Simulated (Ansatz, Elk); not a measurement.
**How far do independent atoms describe Co2P2Ru?**

Structure refinements treat a crystal as free atoms side by side. For a made-up structure of Co2P2Ru (cell and positions from a PBE relaxation) the runs below show what the calculated density changes in F(hkl).

Method: DFT, PBE, all-electron APW+lo, Dirac cores, scalar-relativistic bands, static density, no spin, in Elk 11.2.3 (patched build).

This account leaves out most program logs.

The structure was built from a prototype and need not be the compound's stable phase.

### Step 1. The starting structure

Symmetry: I4/mmm, No. 139, tetragonal system. Conventional cell: a = 3.605 Å, b = 3.605 Å, c = 9.147 Å, α = 90.00°, β = 90.00°, γ = 90.00°. Nearest to Ru lie 8 P at 2.76 Å and 8 Co at 2.91 Å. Co has 4 P at 2.18 Å and 4 Co at 2.55 Å and 4 Ru at 2.91 Å nearest. Nearest to P lie 1 P at 2.13 Å and 4 Co at 2.18 Å and 4 Ru at 2.76 Å. Farther neighbours are not listed.

### Step 2. Ground state and structure factors

An all-electron density is needed, since X-rays see the cores too. Task 0 finds the density and task 195 Fourier-transforms it; tshift is off so that phases refer to the origin typed.

elk.in reads:

```
tasks
  0
  195

xctype
  20

spinpol
  .false.

rgkmax
  7.0

gmaxvr
  14.0

lmaxo
  7

lmaxapw
  8

swidth
  0.002

tshift
  .false.

ramdisk
  .false.

hmaxvr
  5.5

maxscl
  120

epspot
  1e-06

sppath
  './'

avec
  -3.40640242540 3.40640242540 8.64287167517
  3.40640242540 -3.40640242540 8.64287167517
  3.40640242540 3.40640242540 -8.64287167517

atoms
  3
  'Ru.in'
  1
  -0.0000000000 -0.0000000000 0.0000000000   0.000000 0.000000 0.000000
  'Co.in'
  2
  0.2500000000 0.7500000000 0.5000000000   0.000000 0.000000 0.000000
  0.7500000000 0.2500000000 0.5000000000   0.000000 0.000000 0.000000
  'P.in'
  2
  0.3834167644 0.3834167644 -0.0000000000   0.000000 0.000000 0.000000
  0.6165832356 0.6165832356 -0.0000000000   0.000000 0.000000 0.000000

ngridk
  9 9 9
```

The run is started by

```console
OMP_NUM_THREADS=4 elk
```

Elapsed: 66 s, on 4 threads of Arm Neoverse V1, shared host; peak memory 0.17 GiB.

SFACRHO.OUT:

```text

h k l indices transformed by vhmat matrix:
   1.000000000       0.000000000       0.000000000    
   0.000000000       1.000000000       0.000000000    
   0.000000000       0.000000000       1.000000000    

      h      k      l  multipl.   |H|            Re(F)            Im(F)           |F|

      0      0      0      1   0.0000000       128.00000      0.13256463E-16   128.00000    
      1      1     -1      2  0.72697890      -6.3750604      0.13917788E-13   6.3750604    
      0      1      0      8  0.99130733       20.516320      -0.0000000       20.516320    
      0      0      1      4   1.3042742       13.443321      0.52633975E-14   13.443321    
      2      1     -2      8   1.4281761       45.929426     -0.55671152E-14   45.929426    
      2      2     -2      2   1.4539578       55.305602     -0.10090396E-13   55.305602    
     -2      0      1      8   1.4931944       76.035527      0.13917788E-14   76.035527    
     -1      1     -1      4   1.8445223       85.254870      0.36454240E-14   85.254870    
     -2     -2      1      8   1.9532344      -22.297067     -0.42101308E-13   22.297067    
     -2      0      2      8   1.9826147      -3.5049622      0.13917788E-14   3.5049622    
      2      3     -3      8   2.0380579       44.055112     -0.13221899E-13   44.055112    
      1     -2      0     16   2.0940279       16.696327     -0.27835576E-14   16.696327    
     -3     -3      3      2   2.1809367      -9.5478232      0.83506728E-14   9.5478232    
     -1     -2      0     16   2.3327986       36.846097      0.55671152E-14   36.846097    
      1      3     -1      8   2.3486711       43.949214     -0.20876682E-13   43.949214    
     -2     -4      3      8   2.5411840       52.004064     -0.13917788E-14   52.004064    
      2     -2      0      4   2.6085485       71.007810      0.86873053E-15   71.007810    
     -3     -4      4      8   2.7064128       19.504329      -0.0000000       19.504329
```

Elk indexes on the primitive cell of elk.in and gives |H| = 4π sin θ/λ in inverse bohr. Below, one row stands for each form hkl of the conventional cell (m members, Friedel mates merged), F is for one primitive cell and the density is static (no thermal factor). Free-atom factors are Waasmaier and Kirfel's, and R is Σm||F|−|F'||/Σm|F|.

```tsv
hkl	m	sin θ/λ (Å⁻¹)	abs F, DFT	neutral atoms	diff.
002	2	0.109	6.375	5.830	+0.545
101	8	0.149	20.516	20.683	-0.167
110	4	0.196	13.443	13.677	-0.233
103	8	0.215	45.929	45.993	-0.063
004	2	0.219	55.306	55.531	-0.226
112	8	0.225	76.035	76.272	-0.237
200	4	0.277	85.255	85.677	-0.422
114	8	0.294	22.297	22.636	-0.339
202	8	0.298	3.505	3.763	-0.258
105	8	0.306	44.055	44.342	-0.287
211	16	0.315	16.696	16.669	+0.027
006	2	0.328	9.548	10.191	-0.643
213	16	0.351	36.846	37.041	-0.195
204	8	0.353	43.949	43.985	-0.036
116	8	0.382	52.004	51.972	+0.032
220	4	0.392	71.008	71.073	-0.065
107	8	0.407	19.504	19.464	+0.041
222	8	0.407	1.711	1.911	-0.199
```

### Step 3. The highest occupied states alone

An energy window below the Fermi level keeps the highest occupied states, to see at which angles they scatter; shallow core shells can lie inside it and anion s states outside. No new self-consistency is needed.

elk.in, as its differences from that of step 2:

```diff
@@ -1,3 +1,2 @@
 tasks
-  0
   195
@@ -40,2 +39,5 @@
 
+wsfac
+  0.055400 0.722890
+
 sppath
```

The run is started by

```console
OMP_NUM_THREADS=4 elk
```

It took 9.2 s on 4 threads; peak memory 0.16 GiB.

States within 10 eV below the Fermi level hold 32.00 electrons; any levels below the window count with the cores. Their amplitudes can exceed the total, where window and core parts have opposite phase:

```tsv
hkl	sin θ/λ (Å⁻¹)	abs F, window	abs F, all
002	0.109	8.305	6.375
101	0.149	2.255	20.516
110	0.196	6.079	13.443
103	0.215	2.853	45.929
004	0.219	10.169	55.306
112	0.225	10.864	76.035
200	0.277	8.046	85.255
114	0.294	5.370	22.297
202	0.298	5.293	3.505
105	0.306	0.724	44.055
```

### Step 4. Another functional

The difference from free atoms is small, so it is set against the change that PBEsol makes.

elk.in, as its differences from that of step 3:

```diff
@@ -1,2 +1,3 @@
 tasks
+  0
   195
@@ -4,3 +5,3 @@
 xctype
-  20
+  22
 
@@ -39,5 +40,2 @@
 
-wsfac
-  0.055400 0.722890
-
 sppath
```

The run is started by

```console
OMP_NUM_THREADS=4 elk
```

Elapsed: 60 s, on 4 threads; peak memory 0.17 GiB; 3.5 min of CPU time.

Against the first run R = 0.03 %; the largest change is -0.029 at 112.

### Step 5. Basis size

A smaller basis shows how fast F responds to it; the change is likely larger than the basis error of the first run, but doesn't show convergence.

elk.in, as its differences from that of step 4:

```diff
@@ -5,3 +5,3 @@
 xctype
-  22
+  20
 
@@ -11,3 +11,3 @@
 rgkmax
-  7.0
+  5.5
```

The run is started by

```console
OMP_NUM_THREADS=4 elk
```

Elapsed: 57 s, on 4 threads; peak memory 0.16 GiB.

Against the first run R = 0.06 %; the largest change is +0.108 at 008.

### Step 6. Settings against the effect

```tsv
run	R against the first run (%)	R against neutral atoms, low angle (%)	wall time
PBE, rgkmax 7	0.00	0.68	66 s
PBEsol	0.03	0.72	60 s
rgkmax 5.5	0.06	0.74	57 s
```

### Step 7. Results

| Property | Result |
| --- | --- |
| R against neutral atoms, sin θ/λ < 0.3 Å⁻¹ | 0.68 % |
| R against neutral atoms, 0.3 to 0.83 Å⁻¹ | 0.28 % |

Independent neutral atoms miss the calculated amplitudes by R = 0.68 % below 0.3 Å⁻¹ and 0.28 % from there to 0.83 Å⁻¹; by shells, 1.37 % below 0.15 Å⁻¹ (2 forms), 0.61 % 0.15 to 0.3 (7 forms), 0.38 % 0.3 to 0.45 (16 forms), 0.26 % above 0.45 (82 forms). Bonding, aspherical density and the tables' own atoms all enter these figures, and the runs don't part them. The largest change of an amplitude is -0.64 electrons, at 006. The window's part falls from 32.0 electrons at the origin to at most 3.19 between 0.45 and 0.83 Å⁻¹, where compact states inside the window still scatter. Below 0.3 Å⁻¹ the changes that finished (PBEsol and rgkmax 5.5) move F by R = 0.08 % at most, against the 0.68 % that separates it from free atoms. The k-mesh has no finished test. These runs have no spin, though d or f shells may be open. Part of the difference isn't bonding: the tables are fits to free atoms and ions calculated by other methods than this functional. Thermal motion, anomalous dispersion and extinction are left out.

[Logs are printed without paths, hosts, clocks, repeated set-up lines and the standing remarks that a program may print on its own settings, such as how far it seeks lower states.]

[Hosts, paths, dates, database ids (printed as entryN), source tags and the programs' standing remarks are cut or masked in the printed files.]
